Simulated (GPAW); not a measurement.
# Near-edge structure at the Cu K edge of BaCu2S2 (I4/mmm), part 2 of 3

Aim: the near-edge shape at the Cu K edge of BaCu2S2 (I4/mmm), and what the core hole does to it.

GPAW 26.7.0; X-ray absorption from dipole matrix elements to empty bands, plane-wave PAW LDA.

So far. Step 2 (The field without a hole): The mesh shows a gap of 0.38 eV, so the hole is first treated in a charged cell, without the excited electron. Step 3 (Spectrum without a core hole, Cu atom 2): Main maxima below 30 eV (height): 7.0 eV (1.37), 14.2 eV (1.34), 18.4 eV (1.26), 21.8 eV (1.30) and 27.6 eV (1.25). A K edge sees empty p states on the absorber.

## 5. Spectrum with FCH, Cu atom 2

The holes are 6.9 Å apart. In GPAW the data set carries the hole's charge, so charge=0 means a charged cell and charge=-1 a neutral one. The excited electron is left out and a uniform background balances the charge. After the field has converged, empty bands are computed with the density fixed and the dipole matrix elements are summed.

File xas.py:

```python
import numpy as np
from ase import Atoms
from ase.parallel import parprint, paropen
from gpaw import GPAW, PW, FermiDirac, Mixer, MixerDif, setup_paths
from gpaw.test import gen
setup_paths.insert(0, '.')
gen('Cu', name='fch1s', xcname='LDA', corehole=(1, 0, 1), write_xml=True)
from gpaw.mpi import world
world.barrier()

atoms = Atoms('Ba4Cu8S8',
    cell=[[1.95096482, -1.95096482, -6.32505103],
     [-7.80385929, 0, 0],
     [0, 7.80385929, 0]],
    scaled_positions=[[0, 0, 0],
     [0, 0.5, 0],
     [0, 0.5, 0.5],
     [0, 0, 0.5],
     [0.5, 0.625, 0.875],
     [0.5, 0.125, 0.875],
     [0.5, 0.125, 0.375],
     [0.5, 0.625, 0.375],
     [0.5, 0.875, 0.125],
     [0.5, 0.375, 0.125],
     [0.5, 0.375, 0.625],
     [0.5, 0.875, 0.625],
     [0.28202224, 0.82050556, 0.82050556],
     [0.28202224, 0.32050556, 0.82050556],
     [0.28202224, 0.32050556, 0.32050556],
     [0.28202224, 0.82050556, 0.32050556],
     [0.71797776, 0.67949444, 0.67949444],
     [0.71797776, 0.17949444, 0.67949444],
     [0.71797776, 0.17949444, 0.17949444],
     [0.71797776, 0.67949444, 0.17949444]],
    pbc=True)
atoms.calc = calc = GPAW(legacy_gpaw=True, mode=PW(430), xc='LDA', setups={4: 'fch1s'},
    kpts={'size': (2, 2, 2), 'gamma': True}, occupations=FermiDirac(0.02),
    charge=0, mixer=Mixer(0.1, 5, 50), maxiter=150,
    convergence={'density': 0.0001}, txt='scf.txt')
energy = atoms.get_potential_energy() + calc.get_reference_energy()
ef = calc.get_fermi_level()
out = dict(energy=energy, fermi=ef, forces=atoms.get_forces().tolist())
parprint(f'all-electron energy {energy:.4f} eV, Fermi level {ef:.4f} eV')
ev = np.array([[calc.get_eigenvalues(k, s) for k in range(len(calc.get_ibz_k_points()))] for s in range(calc.get_number_of_spins())])
out['homo'], out['lumo'], out['counts'] = ev[ev < ef].max(), ev[ev > ef].min(), sorted(set((ev < ef).sum((0, 2)).tolist()))
out['filled'] = (ev[:, 0] < ef).sum(1).tolist()

from ase.units import Ha
from gpaw.xas import dipole_matrix_elements
nb = int(calc.get_number_of_electrons() / 2) + 231
top, nb = nb, nb + 8 + nb // 12
nscf = calc.fixed_density(kpts={'size': (2, 2, 2), 'gamma': True}, nbands=nb,
    convergence={'bands': top, 'eigenstates': 1e-5}, maxiter=60, txt='nscf.txt')
cell = atoms.cell.array
ops = [cell.T @ U.T @ np.linalg.inv(cell.T) for U in nscf.wfs.kd.symmetry.op_scc]
filled = [88]  # bands filled in the ground state, by spin
E = np.arange(-6, 34, 0.1)
fwhm = np.interp(E, [4, 25], [1.55, 3.5])
Y, X, zero, highest = 0, 0, 1e9, 1e9
for spin in range(nscf.get_number_of_spins()):
    wfs = nscf.wfs
    A = dipole_matrix_elements(wfs.setups[4])
    eps = np.zeros((wfs.kd.nibzkpts, nb))
    d = np.zeros((3, A.shape[1], wfs.kd.nibzkpts, nb), complex)
    for kpt in wfs.kpt_u:
        if kpt.s == spin and 4 in kpt.P_ani:
            eps[kpt.k] = kpt.eps_n * Ha
            d[:, :, kpt.k] = (kpt.weight * wfs.nspins / 2) ** 0.5 * np.inner(A, kpt.P_ani[4])
    world.sum(eps)
    world.sum(d)
    T = np.einsum('amkn,bmkn->abkn', d, d.conj()).real
    T = sum(np.einsum('ai,ijkn,bj->abkn', R, T, R) for R in ops) / len(ops)
    empty = np.ones_like(eps, bool) & (np.arange(nb) >= filled[spin])
    zero, highest = min(zero, eps[empty].min()), min(highest, eps[:, top - 1].min())
    lines = [(eps, T, empty)] if spin == 0 else lines + [(eps, T, empty)]
for eps, T, empty in lines:
    f = np.einsum('aakn->akn', T).reshape(3, -1)
    x = eps.ravel() - zero
    w = np.interp(x, E, fwhm) / 2.35482
    g = np.exp(-0.5 * ((E[:, None] - x) / w) ** 2) / (w * (2 * np.pi) ** 0.5)
    Y = Y + (f * empty.ravel()) @ g.T
    X = X + (f * ~empty.ravel()) @ g.T
out.update(E=E.round(2).tolist(), xas=Y.tolist(), xes=X.tolist(), zero=zero, valid=highest - zero, nk=len(eps), nb=nb)
for i in range(0, len(E), 10):
    parprint(f'{E[i]:7.2f}', *(f'{v:10.3e}' for v in Y[:, i]))
import json
with paropen('out.json', 'w') as f:
    json.dump(out, f)
```

The run is started by

```sh
OMP_NUM_THREADS=1 mpirun -n 4 gpaw python xas.py
```

Numbers of over 12 decimals in the logs are rounded to 6 here.

Output:

```text
Input parameters:
  convergence: {density: 0.0001}
  kpts: {gamma: True,
         size: (2, 2, 2)}
  maxiter: 150
  mixer: {backend: pulay,
          beta: 0.1,
          method: separate,
          nmaxold: 5,
          weight: 50}
  mode: {ecut: 430.0,
         name: pw}
  occupations: {fixmagmom: False,
                name: fermi-dirac,
                width: 0.02}
  setups: {4: fch1s}

Initialize ...

[... PAW data sets ...]

Reference energy: -1321637.645392  # eV

Spin-paired calculation

[... convergence settings ...]
Symmetries present (total): 1
  [... symmetry matrices ...]

8 k-points: 2 x 2 x 2 Monkhorst-Pack grid + [1/4,1/4,1/4]
8 k-points in the irreducible part of the Brillouin zone
       k-points in crystal coordinates                weights
   0:     0.00000000    0.00000000    0.00000000          1/8
   1:     0.00000000    0.00000000    0.50000000          1/8
   2:     0.00000000    0.50000000    0.00000000          1/8
   3:     0.00000000    0.50000000    0.50000000          1/8
   4:     0.50000000    0.00000000    0.00000000          1/8
   5:     0.50000000    0.00000000    0.50000000          1/8
   6:     0.50000000    0.50000000    0.00000000          1/8
   7:     0.50000000    0.50000000    0.50000000          1/8

Wave functions: Plane wave expansion
  Cutoff energy: 430.000 eV
  Number of coefficients (min, max): 7788, 7831
  Pulay-stress correction: 0.000000 eV/Ang^3 (de/decut=0.000000)
  Using FFTW library
  Wavefunction extrapolation:
    Improved wavefunction reuse through dual PAW basis

Occupation numbers: Fermi-Dirac:
  width: 0.0200  # eV

Eigensolver
   Davidson(niter=2)

Densities:
  Coarse grid: 35*40*40 grid
  Fine grid: 70*80*80 grid
  Total Charge: 1.000000

Density mixing:
  Method: separate
  Backend: pulay
  Linear mixing parameter: 0.1
  old densities: 5
  Width of damping distribution: 1.1
  Damping of long wavelength oscillations: 50

[... Hamiltonian set-up ...]
Number of atoms: 20
Number of atomic orbitals: 124
Number of bands in calculation: 110
Number of valence electrons: 176
Bands to converge: occupied

... initialized

Initializing position-dependent things.

Density initialized from atomic densities
Creating initial wave functions:
  110 bands from LCAO basis set

              Ba        Ba
           S        S
            Ba Cu    Ba  Cu
        SCu       SCu

             Cu        Cu
       Cu        Cu
            S        S

Atomic positions and initial magnetic moments

Positions:
   0 Ba     0.000000    0.000000    0.000000    ( 0.0000,  0.0000,  0.0000)
   1 Ba    -3.901930    0.000000    0.000000    ( 0.0000,  0.0000,  0.0000)
   2 Ba    -3.901930    3.901930    0.000000    ( 0.0000,  0.0000,  0.0000)
   3 Ba     0.000000    3.901930    0.000000    ( 0.0000,  0.0000,  0.0000)
   4 Cu    -3.901930    5.852894   -3.162526    ( 0.0000,  0.0000,  0.0000)
   5 Cu    -0.000000    5.852894   -3.162526    ( 0.0000,  0.0000,  0.0000)
   6 Cu    -0.000000    1.950965   -3.162526    ( 0.0000,  0.0000,  0.0000)
[...]
17 S     -0.000000    3.901930   -4.541246    ( 0.0000,  0.0000,  0.0000)
  18 S     -0.000000    0.000000   -4.541246    ( 0.0000,  0.0000,  0.0000)
  19 S     -3.901930    0.000000   -4.541246    ( 0.0000,  0.0000,  0.0000)

Unit cell:
           periodic     x           y           z      points  spacing
  1. axis:    yes    1.950965   -1.950965   -6.325051    35     0.1807
  2. axis:    yes   -7.803859    0.000000    0.000000    40     0.1864
  3. axis:    yes    0.000000    7.803859    0.000000    40     0.1864

  Lengths:   6.900638   7.803859   7.803859
  Angles:   90.000000 106.422754 106.422754

Effective grid spacing dv^(1/3) = 0.1902

iter:   1  -130.437541
iter:   2  -122.141367   -0.55  -1.15
iter:   3  -119.738047   -1.29  -1.33
iter:   4  -118.655713   -1.36  -1.43
iter:   5  -118.448988   -1.94  -1.63
iter:   6  -118.668184   -1.55  -1.80
iter:   7  -118.322532   -2.22  -2.21
iter:   8  -118.310867   -3.19  -2.50
iter:   9  -118.306696c  -2.94  -2.62
iter:  10  -118.306457c  -3.77  -3.03
iter:  11  -118.301651c  -3.93  -3.15
iter:  12  -118.301629c  -4.73  -3.26
iter:  13  -118.301887c  -4.65  -3.36
iter:  14  -118.301608c  -5.65  -3.53
iter:  15  -118.301805c  -5.38  -3.56
iter:  16  -118.301567c  -4.90  -3.71
iter:  17  -118.301596c  -5.69  -3.85
iter:  18  -118.301563c  -6.61  -4.01c
iter:  19  -118.301550c  -5.83  -4.19c
iter:  20  -118.301547c  -7.21  -4.41c
iter:  21  -118.301547c  -7.56c -4.51c

Converged after 21 iterations.

Dipole moment: (-0.207038, 0.815213, 0.000000) |e|*Ang

Energy contributions relative to reference atoms: (reference = -1321637.645392)

Kinetic:        -37.547421
Potential:      +13.173227
External:        +0.000000
XC:             -94.642593
Entropy (-ST):   -0.000001
Local:           +0.715242
SIC:             +0.000000
--------------------------
Free energy:   -118.301547
Extrapolated:  -118.301547

Showing only first 2 kpts
 Kpt  Band  Eigenvalues  Occupancy
  0    86      7.80028    1.99999
  0    87      7.80328    1.99999
  0    88      8.27765    0.00002
  0    89      8.89059    0.00000

  1    86      7.55261    2.00000
  1    87      7.59197    2.00000
  1    88      9.37815    0.00000
[...]
Fermi level: 8.04791

Gap: 0.474 eV
Transition (v -> c):
  (s=0, k=0, n=87, [0.00, 0.00, 0.00]) -> (s=0, k=0, n=88, [0.00, 0.00, 0.00])
No difference between direct/indirect transitions

Forces in eV/Ang:
  0 Ba   -0.19034    0.14944   -0.10546
  1 Ba    0.18956    0.18956   -0.00000
  2 Ba    0.14944   -0.19034    0.10546
  3 Ba   -0.15133   -0.15133   -0.00000
  4 Cu    0.00825    0.00825    0.00000
  5 Cu   -0.00371    0.00725   -0.14447
  6 Cu   -0.00509   -0.00509   -0.00000
[...]
17 S     0.02312    0.02671    0.09763
 18 S     0.02603   -0.03940    0.13835
 19 S    -0.00951   -0.05670    0.16793
Scalar-relativistic atomic LDA calculation for Cu (Copper, Z=29)
Core hole in 1s state (1s occupation: 1.0)
600 radial gridpoints.
|------------------------------------------------|
|------------------------------------------------|
[... the atom generator's iteration count ...]

Energy contributions:
-------------------------
Kinetic:    +1336.692400
XC:           -57.131451
Potential:  -2600.779951
-------------------------
Total:      -1321.219003

state      eigenvalue         ekin         rmax
-----------------------------------------------
1s^1.0 :  -337.058981   426.036309        0.034
2s^2.0 :   -41.859242    83.018235        0.193
2p^6.0 :   -37.118937    82.366106        0.153
3s^2.0 :    -4.941495    18.413630        0.596
3p^6.0 :    -3.402187    16.582998        0.594
3d^10.0:    -0.747943    11.230631        0.562
4s^1.0 :    -0.517664     1.791433        2.006
4p^0.0 :    -0.294182     1.077284        2.520
-----------------------------------------------
(units: Bohr and Hartree)

Generating PAW setup
Kinetic energy of the core from tauc = 1233.538363
Cutoffs:
rc(s)=2.200
rc(p)=2.200
rc(d)=2.000
rc(vbar)=1.800
rc(comp)=2.000
rc(nct)=2.200

Kinetic energy of the core states: 1222.594660
Charge: 1.0
Core electrons: 17.0
Valence electrons: 11.0
Pseudo-core charge: 0.267927
Shape function alpha=2.500
Pseudo-electron charge 3.306954
state    eigenvalue         norm
--------------------------------
4s(1) :    -0.517664     1.110086
*s    :     0.482336
4p(0) :    -0.294182     1.012069
*p    :     0.705818
3d(10):    -0.747943     0.192894
*d    :     0.252057
--------------------------------

Diagonalizing with gridspacing h=0.050

state   all-electron     PAW
-------------------------------
4s:      -0.517664    -0.517809
4p:      -0.294182    -0.294289
3d:      -0.747943    -0.748405
*f:                   -0.018700
-------------------------------
all-electron energy -1321755.9469 eV, Fermi level 8.0479 eV
[...]
31.00  1.257e-07  1.257e-07  1.550e-07
  32.00  1.199e-07  1.199e-07  1.599e-07
  33.00  1.253e-07  1.253e-07  1.574e-07
```

Elapsed: 5.1 min, on 4 MPI ranks of Arm Neoverse V2, shared host; peak memory 0.68 GiB; 20 min of CPU time.

The Cu K spectrum, Cu atom 2, full core hole (charged cell) (energy from the lowest empty level; intensity scaled to a mean of 1 over the first 20 eV; polarised curves are means over the symmetry-equivalent atoms):

| E (eV) | isotropic | ε ⊥ c | ε ∥ c |
| --- | --- | --- | --- |
| -2.0 | 0.00 | 0.00 | 0.00 |
| -1.4 | 0.00 | 0.00 | 0.00 |
| -0.8 | 0.00 | 0.00 | 0.01 |
| -0.2 | 0.02 | 0.01 | 0.03 |
| 0.4 | 0.07 | 0.05 | 0.11 |
| 1.0 | 0.18 | 0.14 | 0.26 |
| 1.6 | 0.35 | 0.30 | 0.45 |
| 2.2 | 0.51 | 0.49 | 0.54 |
| 2.8 | 0.65 | 0.69 | 0.57 |
| 3.4 | 0.78 | 0.84 | 0.66 |
| 4.0 | 0.90 | 0.94 | 0.83 |
| 4.6 | 0.99 | 0.99 | 1.00 |
| 5.2 | 1.10 | 1.08 | 1.12 |
| 5.8 | 1.34 | 1.28 | 1.45 |
| 6.4 | 1.53 | 1.39 | 1.82 |
| 7.0 | 1.45 | 1.31 | 1.72 |
| 7.6 | 1.22 | 1.18 | 1.30 |
| 8.2 | 1.05 | 1.05 | 1.03 |
| 8.8 | 0.93 | 0.93 | 0.93 |
| 9.4 | 0.90 | 0.88 | 0.93 |
| 10.0 | 1.03 | 1.02 | 1.04 |
| 10.6 | 1.23 | 1.27 | 1.16 |
| 11.2 | 1.33 | 1.41 | 1.18 |
| 11.8 | 1.29 | 1.38 | 1.10 |
| 12.4 | 1.19 | 1.28 | 0.99 |
| 13.0 | 1.09 | 1.18 | 0.90 |
| 13.6 | 1.02 | 1.10 | 0.85 |
| 14.2 | 0.99 | 1.05 | 0.87 |
| 14.8 | 1.00 | 1.04 | 0.94 |
| 15.4 | 1.02 | 1.03 | 1.00 |
| 16.0 | 1.06 | 1.06 | 1.06 |
| 16.6 | 1.11 | 1.10 | 1.13 |
| 17.2 | 1.17 | 1.15 | 1.21 |
| 17.8 | 1.20 | 1.17 | 1.26 |
| 18.4 | 1.17 | 1.14 | 1.25 |
| 19.0 | 1.12 | 1.08 | 1.20 |
| 19.6 | 1.06 | 1.02 | 1.13 |
| 20.2 | 1.02 | 0.99 | 1.08 |
| 20.8 | 1.00 | 0.98 | 1.03 |
| 21.4 | 1.00 | 1.00 | 1.00 |
| 22.0 | 1.00 | 1.01 | 0.96 |
| 22.6 | 0.99 | 1.01 | 0.95 |
| 23.2 | 0.98 | 1.00 | 0.94 |
| 23.8 | 0.98 | 0.98 | 0.96 |
| 24.4 | 0.97 | 0.96 | 0.99 |
| 25.0 | 0.98 | 0.97 | 1.02 |
| 25.6 | 1.01 | 1.00 | 1.05 |
| 26.2 | 1.06 | 1.05 | 1.06 |
| 26.8 | 1.09 | 1.11 | 1.05 |
| 27.4 | 1.11 | 1.15 | 1.02 |
| 28.0 | 1.08 | 1.14 | 0.97 |
| 28.6 | 1.02 | 1.07 | 0.91 |
| 29.2 | 0.94 | 0.98 | 0.86 |
| 29.8 | 0.86 | 0.87 | 0.85 |

Main maxima below 29 eV (height): 6.6 eV (1.54), 11.2 eV (1.33), 17.8 eV (1.20) and 27.4 eV (1.11). 

The hole costs E(hole) − E(ground) = 8983.21 eV, and the lowest empty level of the hole cell on the spectrum's mesh lies at 8.28 eV, which puts the zero at 8991.48 eV. One term is added: -29.79 eV, since the hole is spin-paired here and a spin-polarised one costs that much less in the free atom (computed apart). The photon energy is then 8961.69 eV. The tabulated edge of the element is 8979 eV. The functional and the charged cell's background leave an error in such absolute values: in the free atom LDA prices this hole 18.3 eV below PBE (computed apart), and PBE is itself good to a few eV.

## 6. Excitation energy, Cu atom 2

With the excited electron kept in the cell the system stays neutral, and the energy difference is an excitation energy by itself. In a small cell that electron takes up a good share of the lowest empty band, or all of one, which shifts the value from the true onset.

Changed against the first core-hole run: core hole to XCH, with the smearing that suits a partly filled band.

File scf.py:

```python
import numpy as np
from ase import Atoms
from ase.parallel import parprint, paropen
from gpaw import GPAW, PW, FermiDirac, Mixer, MixerDif, setup_paths
from gpaw.test import gen
setup_paths.insert(0, '.')
gen('Cu', name='fch1s', xcname='LDA', corehole=(1, 0, 1), write_xml=True)
from gpaw.mpi import world
world.barrier()

atoms = Atoms('Ba4Cu8S8',
    cell=[[1.95096482, -1.95096482, -6.32505103],
     [-7.80385929, 0, 0],
     [0, 7.80385929, 0]],
    scaled_positions=[[0, 0, 0],
     [0, 0.5, 0],
     [0, 0.5, 0.5],
     [0, 0, 0.5],
     [0.5, 0.625, 0.875],
     [0.5, 0.125, 0.875],
     [0.5, 0.125, 0.375],
     [0.5, 0.625, 0.375],
     [0.5, 0.875, 0.125],
     [0.5, 0.375, 0.125],
     [0.5, 0.375, 0.625],
     [0.5, 0.875, 0.625],
     [0.28202224, 0.82050556, 0.82050556],
     [0.28202224, 0.32050556, 0.82050556],
     [0.28202224, 0.32050556, 0.32050556],
     [0.28202224, 0.82050556, 0.32050556],
     [0.71797776, 0.67949444, 0.67949444],
     [0.71797776, 0.17949444, 0.67949444],
     [0.71797776, 0.17949444, 0.17949444],
     [0.71797776, 0.67949444, 0.17949444]],
    pbc=True)
atoms.calc = calc = GPAW(legacy_gpaw=True, mode=PW(430), xc='LDA', setups={4: 'fch1s'},
    kpts={'size': (2, 2, 2), 'gamma': True}, occupations=FermiDirac(0.04),
    charge=-1, mixer=Mixer(0.1, 5, 50), maxiter=150,
    convergence={'density': 0.0001}, txt='scf.txt')
energy = atoms.get_potential_energy() + calc.get_reference_energy()
ef = calc.get_fermi_level()
out = dict(energy=energy, fermi=ef, forces=atoms.get_forces().tolist())
parprint(f'all-electron energy {energy:.4f} eV, Fermi level {ef:.4f} eV')
ev = np.array([[calc.get_eigenvalues(k, s) for k in range(len(calc.get_ibz_k_points()))] for s in range(calc.get_number_of_spins())])
out['homo'], out['lumo'], out['counts'] = ev[ev < ef].max(), ev[ev > ef].min(), sorted(set((ev < ef).sum((0, 2)).tolist()))
out['filled'] = (ev[:, 0] < ef).sum(1).tolist()
import json
with paropen('out.json', 'w') as f:
    json.dump(out, f)
```

The run is started by

```sh
OMP_NUM_THREADS=1 mpirun -n 4 gpaw python scf.py
```

Output:

```text
Input parameters:
  charge: -1
  convergence: {density: 0.0001}
  kpts: {gamma: True,
         size: (2, 2, 2)}
  maxiter: 150
  mixer: {backend: pulay,
          beta: 0.1,
          method: separate,
          nmaxold: 5,
          weight: 50}
  mode: {ecut: 430.0,
         name: pw}
  occupations: {fixmagmom: False,
                name: fermi-dirac,
                width: 0.04}
  setups: {4: fch1s}

Initialize ...

[...]
*s    :     0.482336
4p(0) :    -0.294182     1.012069
*p    :     0.705818
3d(10):    -0.747943     0.192894
*d    :     0.252057
--------------------------------

Diagonalizing with gridspacing h=0.050

state   all-electron     PAW
-------------------------------
4s:      -0.517664    -0.517809
4p:      -0.294182    -0.294289
3d:      -0.747943    -0.748405
*f:                   -0.018700
-------------------------------
all-electron energy -1321747.2885 eV, Fermi level 9.0539 eV
[key lines of the parts left out:]
Converged after 18 iterations.
Dipole moment: (-0.190782, 0.758962, 0.000000) |e|*Ang
Free energy:   -109.657224
Fermi level: 9.05395
```

It took 72 s on 4 MPI ranks; peak memory 0.4 GiB.

The total-energy difference is 8991.86 eV. With the free-atom term of -29.79 eV for this edge, the photon energy is 8962.07 eV.

(Continued in part 3 of 3.)

[Banner, clock and machine lines of the logs are left out without a mark of their own.]

[Logs are printed without paths, hosts, clocks, repeated set-up lines and the standing remarks that a program may print on its own settings, such as how far it seeks lower states.]

[Hosts, paths, dates, database ids (printed as entryN), source tags and the programs' standing remarks are cut or masked in the printed files.]

[Lists of maxima count a maximum above −3 eV only where it reaches 4 % of the highest in the window and stands out from its surroundings by 2 % of it (1.5 % where it reaches 55 %); shoulders and weaker maxima are passed over, and of the rest the first, up to two pre-edge ones and the few strongest are named.]
